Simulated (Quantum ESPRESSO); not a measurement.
## MnSi: which magnetic order is lowest

Does MnSi prefer parallel or opposed moments?

Calculated with Quantum ESPRESSO 7.5; PBE; plane waves with GBRV 1.5 PBE potentials, no spin-orbit coupling.

The database entry behind the starting cell differs from later determinations by our own check (0.1 to 0.3 % short, probably kX units), so it need not match the best structure at ambient conditions.

### Step 1. Set-up

The structure is cubic, space group P2_13 (No. 198). The conventional cell has a = 4.548 Å, b = 4.548 Å, c = 4.548 Å, α = 90.00°, β = 90.00°, γ = 90.00°. Mn has 7 Si at 2.30 to 2.53 Å nearest. Si has 7 Mn at 2.30 to 2.53 Å nearest. Farther neighbours are not listed.

The cell comes from the Crystallography Open Database.

### Step 2. Start 1: ferro ++++

The signs are those of the starting moments on the seeded atoms, the atoms that are given a moment.

File pw.in:

```
&CONTROL
  calculation = 'scf'
  prefix = 'pwscf'
  outdir = './tmp'
  pseudo_dir = './pseudo'
  disk_io = 'nowf'
/
&SYSTEM
  ibrav = 0
  celldm(1) = 8
  nat = 8
  ntyp = 2
  ecutwfc = 40
  ecutrho = 280
  nbnd = 57
  occupations = 'smearing'
  smearing = 'fd'
  degauss = 0.0110248
  nspin = 2
  starting_magnetization(1) = 0.2333
  starting_magnetization(2) = 0
/
&ELECTRONS
  conv_thr = 1.6d-08
  electron_maxstep = 150
  mixing_beta = 0.3
/
ATOMIC_SPECIES
Mn     54.9380 mn_pbe_v1.5.uspp.F.UPF
Si     28.0850 si_pbe_v1.uspp.F.UPF
CELL_PARAMETERS alat
   1.0743093018498    0.0000000000000    0.0000000000000
   0.0000000000000    1.0743093018498    0.0000000000000
   0.0000000000000    0.0000000000000    1.0743093018498
ATOMIC_POSITIONS crystal
Mn      0.1380000000    0.1380000000    0.1380000000
Mn      0.3620000000    0.8620000000    0.6380000000
Mn      0.6380000000    0.3620000000    0.8620000000
Mn      0.8620000000    0.6380000000    0.3620000000
Si      0.8460000000    0.8460000000    0.8460000000
Si      0.6540000000    0.1540000000    0.3460000000
Si      0.3460000000    0.6540000000    0.1540000000
Si      0.1540000000    0.3460000000    0.6540000000
K_POINTS automatic
8 8 8 0 0 0
```

The run is started by

```
$ OMP_NUM_THREADS=1 mpirun -n 8 pw.x -nk 8 -in pw.in > pw.out
```

The program printed:

```text
Program PWSCF v.7.5 starts

     Message from routine setup:
     using ibrav=0 with symmetry is DISCOURAGED, use correct ibrav instead

     K-points division:     npool     =       8
     Subspace diagonalization in iterative solution of the eigenvalue problem:

     G-vector sticks info
     --------------------
     sticks:   dense  smooth     PW     G-vecs:    dense   smooth      PW
     Sum        1649     949    293                50181    21823    3695

     Using Slab Decomposition

     bravais-lattice index     =            0
     lattice parameter (alat)  =       8.0000  a.u.
     unit-cell volume          =     634.8308 (a.u.)^3
     number of atoms/cell      =            8
     number of atomic types    =            2
     number of electrons       =        76.00
     number of Kohn-Sham states=           57
     kinetic-energy cutoff     =      40.0000  Ry
     charge density cutoff     =     280.0000  Ry
     scf convergence threshold =      1.6E-08
     mixing beta               =       0.3000
     number of iterations used =            8  plain     mixing
     Exchange-correlation= SLA  PW   PBE  PBE
                           (   1   4   3   4   0   0   0)

     celldm(1)=   8.000000  celldm(2)=   0.000000  celldm(3)=   0.000000
     celldm(4)=   0.000000  celldm(5)=   0.000000  celldm(6)=   0.000000

     crystal axes: (cart. coord. in units of alat)
               a(1) = (   1.074309   0.000000   0.000000 )
               a(2) = (   0.000000   1.074309   0.000000 )
               a(3) = (   0.000000   0.000000   1.074309 )

     reciprocal axes: (cart. coord. in units 2 pi/alat)
               b(1) = (  0.930831  0.000000  0.000000 )
               b(2) = (  0.000000  0.930831  0.000000 )
               b(3) = (  0.000000  0.000000  0.930831 )

     PseudoPot. # 1 for Mn read from file:
     mn_pbe_v1.5.uspp.F.UPF
     Pseudo is Ultrasoft + core correction, Zval = 15.0
     Generated by new atomic code, or converted to UPF format
     Using radial grid of  859 points,  6 beta functions with:
                l(1) =   0
                l(2) =   0
                l(3) =   1
                l(4) =   1
                l(5) =   2
                l(6) =   2
     Q(r) pseudized with  8 coefficients,  rinner =    0.950   0.950   0.950
                                                       0.950   0.950

     PseudoPot. # 2 for Si read from file:
     si_pbe_v1.uspp.F.UPF
     Pseudo is Ultrasoft + core correction, Zval =  4.0
     Generated by new atomic code, or converted to UPF format
     Using radial grid of  899 points,  6 beta functions with:
                l(1) =   0
                l(2) =   0
                l(3) =   1
                l(4) =   1
                l(5) =   2
                l(6) =   2
     Q(r) pseudized with  8 coefficients,  rinner =    0.900   0.900   0.900
                                                       0.900   0.900

     atomic species   valence    mass     pseudopotential
     Mn               15.00    54.93800     Mn( 1.00)
     Si                4.00    28.08500     Si( 1.00)

     Starting magnetic structure
     atomic species   magnetization
     Mn              0.233
     Si              0.000

     12 Sym. Ops. (no inversion) found ( 9 have fractional translation)

   Cartesian axes

     site n.     atom                  positions (alat units)
         1        Mn     tau(   1) = (   0.1482547   0.1482547   0.1482547  )
         2        Mn     tau(   2) = (   0.3889000   0.9260546   0.6854093  )
         3        Mn     tau(   3) = (   0.6854093   0.3889000   0.9260546  )
         4        Mn     tau(   4) = (   0.9260546   0.6854093   0.3889000  )
         5        Si     tau(   5) = (   0.9088657   0.9088657   0.9088657  )
         6        Si     tau(   6) = (   0.7025983   0.1654436   0.3717110  )
         7        Si     tau(   7) = (   0.3717110   0.7025983   0.1654436  )
         8        Si     tau(   8) = (   0.1654436   0.3717110   0.7025983  )

     number of k points=    45  Fermi-Dirac smearing, width (Ry)=  0.0110
                       cart. coord. in units 2pi/alat
        k(    1) = (   0.0000000   0.0000000   0.0000000), wk =   0.0019531
        k(    2) = (   0.0000000   0.0000000   0.1163538), wk =   0.0117188
        k(    3) = (   0.0000000   0.0000000   0.2327077), wk =   0.0117188
        k(    4) = (   0.0000000   0.0000000   0.3490615), wk =   0.0117188
        k(    5) = (   0.0000000   0.0000000  -0.4654153), wk =   0.0058594
        [... 40 further k-points ...]

     Dense  grid:    50181 G-vectors     FFT dimensions: (  48,  48,  48)

     Smooth grid:    21823 G-vectors     FFT dimensions: (  36,  36,  36)

     Check: negative core charge=   -0.000039
     Generating pointlists ...
     new r_m :   0.2241 (alat units)  1.7930 (a.u.) for type    1
     new r_m :   0.2241 (alat units)  1.7930 (a.u.) for type    2

     Initial potential from superposition of free atoms

     starting charge      73.9970, renormalised to      76.0000
     Starting wfcs are   68 randomized atomic wfcs

     Self-consistent Calculation

     iteration #  1     ecut=    40.00 Ry     beta= 0.30
     Davidson diagonalization with overlap
     ethr =  1.00E-02,  avg # of iterations =  4.5

     total energy              =    -881.36670620 Ry
     estimated scf accuracy    <       7.42752970 Ry

     total magnetization       =     6.26 Bohr mag/cell
     absolute magnetization    =     7.53 Bohr mag/cell

     iteration #  2     ecut=    40.00 Ry     beta= 0.30
     Davidson diagonalization with overlap
     ethr =  9.77E-03,  avg # of iterations =  2.2

     total energy              =    -882.95423403 Ry
     estimated scf accuracy    <       3.69625878 Ry

     total magnetization       =     7.90 Bohr mag/cell
     absolute magnetization    =     9.19 Bohr mag/cell

     iteration #  3     ecut=    40.00 Ry     beta= 0.30
     Davidson diagonalization with overlap
     ethr =  4.86E-03,  avg # of iterations =  1.2

     total energy              =    -883.45262737 Ry
     estimated scf accuracy    <       0.11312205 Ry

     total magnetization       =     7.66 Bohr mag/cell
     absolute magnetization    =     9.07 Bohr mag/cell

     [... further iterations left out ...]

     iteration # 15     ecut=    40.00 Ry     beta= 0.30
     Davidson diagonalization with overlap
     ethr =  6.95E-09,  avg # of iterations =  1.0

     total energy              =    -883.50274509 Ry
     estimated scf accuracy    <       0.00000168 Ry

     total magnetization       =     3.84 Bohr mag/cell
     absolute magnetization    =     4.53 Bohr mag/cell

     iteration # 16     ecut=    40.00 Ry     beta= 0.30
     Davidson diagonalization with overlap
     ethr =  2.21E-09,  avg # of iterations =  2.6

     total energy              =    -883.50274917 Ry
     estimated scf accuracy    <       0.00000017 Ry

     total magnetization       =     3.86 Bohr mag/cell
     absolute magnetization    =     4.55 Bohr mag/cell

     iteration # 17     ecut=    40.00 Ry     beta= 0.30
     Davidson diagonalization with overlap
     ethr =  2.24E-10,  avg # of iterations =  2.5

     total energy              =    -883.50274937 Ry
     estimated scf accuracy    <       0.00000009 Ry

     total magnetization       =     3.86 Bohr mag/cell
     absolute magnetization    =     4.55 Bohr mag/cell

     iteration # 18     ecut=    40.00 Ry     beta= 0.30
     Davidson diagonalization with overlap
     ethr =  1.13E-10,  avg # of iterations =  1.8

     Magnetic moment per site  (integrated on atomic sphere of radius R)
     atom   1 (R=0.224)  charge= 12.9856  magn=  0.9904
     atom   2 (R=0.224)  charge= 12.9856  magn=  0.9904
     atom   3 (R=0.224)  charge= 12.9856  magn=  0.9904
     atom   4 (R=0.224)  charge= 12.9856  magn=  0.9904
     atom   5 (R=0.224)  charge=  1.7466  magn= -0.0449
     atom   6 (R=0.224)  charge=  1.7466  magn= -0.0449
     atom   7 (R=0.224)  charge=  1.7466  magn= -0.0449
     atom   8 (R=0.224)  charge=  1.7466  magn= -0.0449

     End of self-consistent calculation

     [... lines left out ...]
     the Fermi energy is    15.6402 ev

!    total energy              =    -883.50274942 Ry
     estimated scf accuracy    <          2.4E-09 Ry
     smearing contrib. (-TS)   =      -0.03458085 Ry
     internal energy E=F+TS    =    -883.46816857 Ry

     The total energy is F=E-TS. E is the sum of the following terms:
     one-electron contribution =    -460.90729011 Ry
     hartree contribution      =     271.77521772 Ry
     xc contribution           =    -124.10476181 Ry
     ewald contribution        =    -570.23133436 Ry

     total magnetization       =     3.86 Bohr mag/cell
     absolute magnetization    =     4.55 Bohr mag/cell

     convergence has been achieved in  18 iterations

=------------------------------------------------------------------------------=
   JOB DONE.
=------------------------------------------------------------------------------=
```

It took 59 s on 8 MPI ranks of Arm Neoverse V2, shared host; peak memory 1 GiB.

Spin moment in the atom's sphere by atom:

```tsv
atom	spin moment in the atom's sphere (μB)
Mn1	0.990
Mn2	0.990
Mn3	0.990
Mn4	0.990
Si5	-0.045
Si6	-0.045
Si7	-0.045
Si8	-0.045
```

This step gave:

- smearing term TS: 0.4705 eV
- magnetization: 3.858 μB
- absolute magnetization: 4.547 μB
- final state: ferromagnetic

Spin density in the ac plane at fractional y = 0.138, with atoms of Mn and Si within 0.2 Å of it.

Values in e/Å³, 14 rows by 14 columns, each cell a mean:
```
0.0 0.1 0.1 0.0 0.0 0.0 0.0 0.0 0.0 0.0 0.0 0.0 0.0 0.0
0.0 0.0 0.0 0.0 0.0 0.0 0.0 0.0 0.0 0.0 0.0 0.0 0.0 0.0
0.0 0.0 0.0 0.0 0.0 0.0 0.0 0.0 0.0 0.0 0.0 0.0 0.0 0.0
0.0 0.0 0.0 0.0 0.0 0.0 0.0 0.0 0.0 0.0 0.0 0.0 0.0 0.0
0.0 0.0 0.0 0.0 0.0 0.0 0.0 0.0 0.0 0.0 0.0 0.0 0.0 0.0
0.0 0.0 0.0 0.0 0.0 0.0 0.0 0.0 0.0 0.0 0.0 0.0 0.0 0.0
0.0 0.0 0.0 0.0 0.0 0.0 0.0 0.0 0.0 0.0 0.0 0.0 0.0 0.0
0.0 0.0 0.0 0.0 0.0 0.0 0.0 0.0 0.0 0.0 0.0 0.0 0.0 0.0
0.0 0.0 0.0 0.0 0.0 0.0 0.0 0.0 0.0 0.0 0.0 0.0 0.0 0.0
0.1 0.2 0.2 0.1 0.0 0.0 0.0 0.0 0.0 0.0 0.0 0.0 0.0 0.0
0.2 0.7 0.8 0.2 0.1 0.0 0.0 0.0 0.0 0.0 0.0 0.0 0.0 0.1
0.5 1.3 1.5 0.8 0.2 0.0 0.0 0.0 0.0 0.0 0.0 0.0 0.0 0.1
0.3 0.8 1.4 0.8 0.2 0.0 0.0 0.0 0.0 0.0 0.0 0.0 0.0 0.1
0.1 0.3 0.5 0.2 0.1 0.0 0.0 0.0 0.0 0.0 0.0 0.0 0.0 0.0
```
Columns run along a (4.5 Å), rows up along c (4.5 Å). Atoms in or near the plane, at fractional coordinates: Mn at (0.14, 0.14), Si at (0.65, 0.35).

Valence density in the ac plane at fractional y = 0.138, with atoms of Mn and Si within 0.2 Å of it. It is the smooth field of the valence electrons, not physical close to the nuclei.

Ten steps, logarithmic in the rise over the least value, from '0' (0 e/Å³) to '9' (16 e/Å³), each cell a mean:
```
22321000111111
11111001121111
11111111121111
11121111111100
11122111111000
01121111111000
01111112211100
01111112000110
11211111140111
34532111030121
58973111101222
79995211111113
79984111111112
47752100111112
```
Columns run along a (4.5 Å), rows up along c (4.5 Å). Atoms in or near the plane, at fractional coordinates: Mn at (0.14, 0.14), Si at (0.65, 0.35).

### Step 3. Run 2, typed as antiferro q=(1/2,1/2,1/2) +−+−+−+−

This order needs a doubled cell of 16 atoms. The wavevector q is in fractions of the reciprocal vectors of the crystal's primitive cell, as the cells of these inputs are built from it; moments change sign between cells as cos(2π q·R).

File pw.in:

```
&CONTROL
  calculation = 'scf'
  prefix = 'pwscf'
  outdir = './tmp'
  pseudo_dir = './pseudo'
  disk_io = 'nowf'
/
&SYSTEM
  ibrav = 0
  celldm(1) = 8
  nat = 16
  ntyp = 3
  ecutwfc = 40
  ecutrho = 280
  nbnd = 96
  occupations = 'smearing'
  smearing = 'fd'
  degauss = 0.0110248
  nspin = 2
  starting_magnetization(1) = 0.2333
  starting_magnetization(2) = -0.2333
  starting_magnetization(3) = 0
/
&ELECTRONS
  conv_thr = 3.2d-08
  electron_maxstep = 150
  mixing_beta = 0.3
/
ATOMIC_SPECIES
Mn1    54.9380 mn_pbe_v1.5.uspp.F.UPF
Mn2    54.9380 mn_pbe_v1.5.uspp.F.UPF
Si     28.0850 si_pbe_v1.uspp.F.UPF
CELL_PARAMETERS alat
   2.1486186036995    0.0000000000000    0.0000000000000
   1.0743093018498    1.0743093018498    0.0000000000000
   1.0743093018498    0.0000000000000    1.0743093018498
ATOMIC_POSITIONS crystal
Mn1     0.9310000000    0.1380000000    0.1380000000
Mn2     0.4310000000    0.1380000000    0.1380000000
Mn1     0.4310000000    0.8620000000    0.6380000000
Mn2     0.9310000000    0.8620000000    0.6380000000
Mn1     0.7070000000    0.3620000000    0.8620000000
Mn2     0.2070000000    0.3620000000    0.8620000000
Mn1     0.9310000000    0.6380000000    0.3620000000
Mn2     0.4310000000    0.6380000000    0.3620000000
Si      0.5770000000    0.8460000000    0.8460000000
Si      0.0770000000    0.8460000000    0.8460000000
Si      0.0770000000    0.1540000000    0.3460000000
Si      0.5770000000    0.1540000000    0.3460000000
Si      0.7690000000    0.6540000000    0.1540000000
Si      0.2690000000    0.6540000000    0.1540000000
Si      0.5770000000    0.3460000000    0.6540000000
Si      0.0770000000    0.3460000000    0.6540000000
K_POINTS automatic
4 8 8 0 0 0
```

The program printed:

```text
     [... lines left out ...]
Program PWSCF v.7.5 starts
     [... lines left out ...]
     number of atoms/cell      =           16
     [... lines left out ...]
     number of electrons       =       152.00
     number of Kohn-Sham states=           96
     kinetic-energy cutoff     =      40.0000  Ry
     charge density cutoff     =     280.0000  Ry
     scf convergence threshold =      3.2E-08
     [... lines left out ...]
      3 Sym. Ops. (no inversion) found
     [... lines left out ...]
     number of k points=    46  Fermi-Dirac smearing, width (Ry)=  0.0110
     [... lines left out ...]
     iteration # 41     ecut=    40.00 Ry     beta= 0.30
     [... lines left out ...]
[key lines of the parts left out:]
total energy              =   -1766.98932580 Ry
total magnetization       =    -0.08 Bohr mag/cell
```

The job ended after 16 min (8 MPI ranks; peak memory 2.8 GiB).

Residual by cycle:

cycle, log10 residual and a bar from the least value:
```
        1        2.3 ##############################
        5        0.4 #######################
        8       -0.3 ####################
       12       -1.2 #################
       15       -2.8 ###########
       19       -4.1 #######
       22       -4.9 ####
       26       -5.5 #
       29       -5.6 #
       33       -5.6 #
       36       -5.8 
       40       -5.9
```

The run was cut off at its time limit.

After 40 cycles the residual stands at 1.4e-6.

### Step 4. Run 3 (antiferro q=(0,0,1/2) +−+−+−−+)

The cell is doubled to 16 atoms to hold this order.

File pw.in:

```
&CONTROL
  calculation = 'scf'
  prefix = 'pwscf'
  outdir = './tmp'
  pseudo_dir = './pseudo'
  disk_io = 'nowf'
/
&SYSTEM
  ibrav = 0
  celldm(1) = 8
  nat = 16
  ntyp = 3
  ecutwfc = 40
  ecutrho = 280
  nbnd = 96
  occupations = 'smearing'
  smearing = 'fd'
  degauss = 0.0110248
  nspin = 2
  starting_magnetization(1) = 0.2333
  starting_magnetization(2) = -0.2333
  starting_magnetization(3) = 0
/
&ELECTRONS
  conv_thr = 3.2d-08
  electron_maxstep = 150
  mixing_beta = 0.3
/
ATOMIC_SPECIES
Mn1    54.9380 mn_pbe_v1.5.uspp.F.UPF
Mn2    54.9380 mn_pbe_v1.5.uspp.F.UPF
Si     28.0850 si_pbe_v1.uspp.F.UPF
CELL_PARAMETERS alat
   1.0743093018498    0.0000000000000    0.0000000000000
   0.0000000000000    1.0743093018498    0.0000000000000
   0.0000000000000    0.0000000000000    2.1486186036995
ATOMIC_POSITIONS crystal
Mn1     0.1380000000    0.1380000000    0.0690000000
Mn2     0.1380000000    0.1380000000    0.5690000000
Mn1     0.3620000000    0.8620000000    0.3190000000
Mn2     0.3620000000    0.8620000000    0.8190000000
Mn1     0.6380000000    0.3620000000    0.4310000000
Mn2     0.6380000000    0.3620000000    0.9310000000
Mn2     0.8620000000    0.6380000000    0.1810000000
Mn1     0.8620000000    0.6380000000    0.6810000000
Si      0.8460000000    0.8460000000    0.4230000000
Si      0.8460000000    0.8460000000    0.9230000000
Si      0.6540000000    0.1540000000    0.1730000000
Si      0.6540000000    0.1540000000    0.6730000000
Si      0.3460000000    0.6540000000    0.0770000000
Si      0.3460000000    0.6540000000    0.5770000000
Si      0.1540000000    0.3460000000    0.3270000000
Si      0.1540000000    0.3460000000    0.8270000000
K_POINTS automatic
8 8 4 0 0 0
```

The program printed:

```text
     [... lines left out ...]
Program PWSCF v.7.5 starts
     [... lines left out ...]
     number of atoms/cell      =           16
     [... lines left out ...]
     number of electrons       =       152.00
     number of Kohn-Sham states=           96
     kinetic-energy cutoff     =      40.0000  Ry
     charge density cutoff     =     280.0000  Ry
     scf convergence threshold =      3.2E-08
     [... lines left out ...]
      2 Sym. Ops. (no inversion) found ( 1 have fractional translation)
     [... lines left out ...]
     number of k points=    90  Fermi-Dirac smearing, width (Ry)=  0.0110
     [... lines left out ...]
     iteration # 32     ecut=    40.00 Ry     beta= 0.30
     [... lines left out ...]
[key lines of the parts left out:]
total energy              =   -1766.98756120 Ry
total magnetization       =     0.15 Bohr mag/cell
```

Wall time 15 min (8 MPI ranks); peak memory 2.8 GiB.

Residual by cycle:

cycle, log10 residual and a bar from the least value:
```
        1        2.3 ##############################
        4        1.5 #########################
        6        0.6 ###################
        9        0.0 ###############
       12       -1.7 ####
       15       -2.1 ##
       17       -2.2 #
       20       -2.3 
       23       -2.2 #
       26       -2.2 #
       28       -2.2 #
       31       -2.1 ##
```

The run was cut off at its time limit.

After 31 cycles the residual stands at 0.0080.

[end of part 1 of 2]

[Logs and program files are shortened in this print: banners, set-up blocks, solver, clock and traceback lines can be left out without a mark of their own.]

[Logs are printed without paths, hosts, clocks, repeated set-up lines and the standing remarks that a program may print on its own settings, such as how far it seeks lower states.]

[Hosts, paths, dates, database ids (printed as entryN), source tags and the programs' standing remarks are cut or masked in the printed files.]

[Where a cell is said to come from a database of computed structures, the database is the Materials Project.]
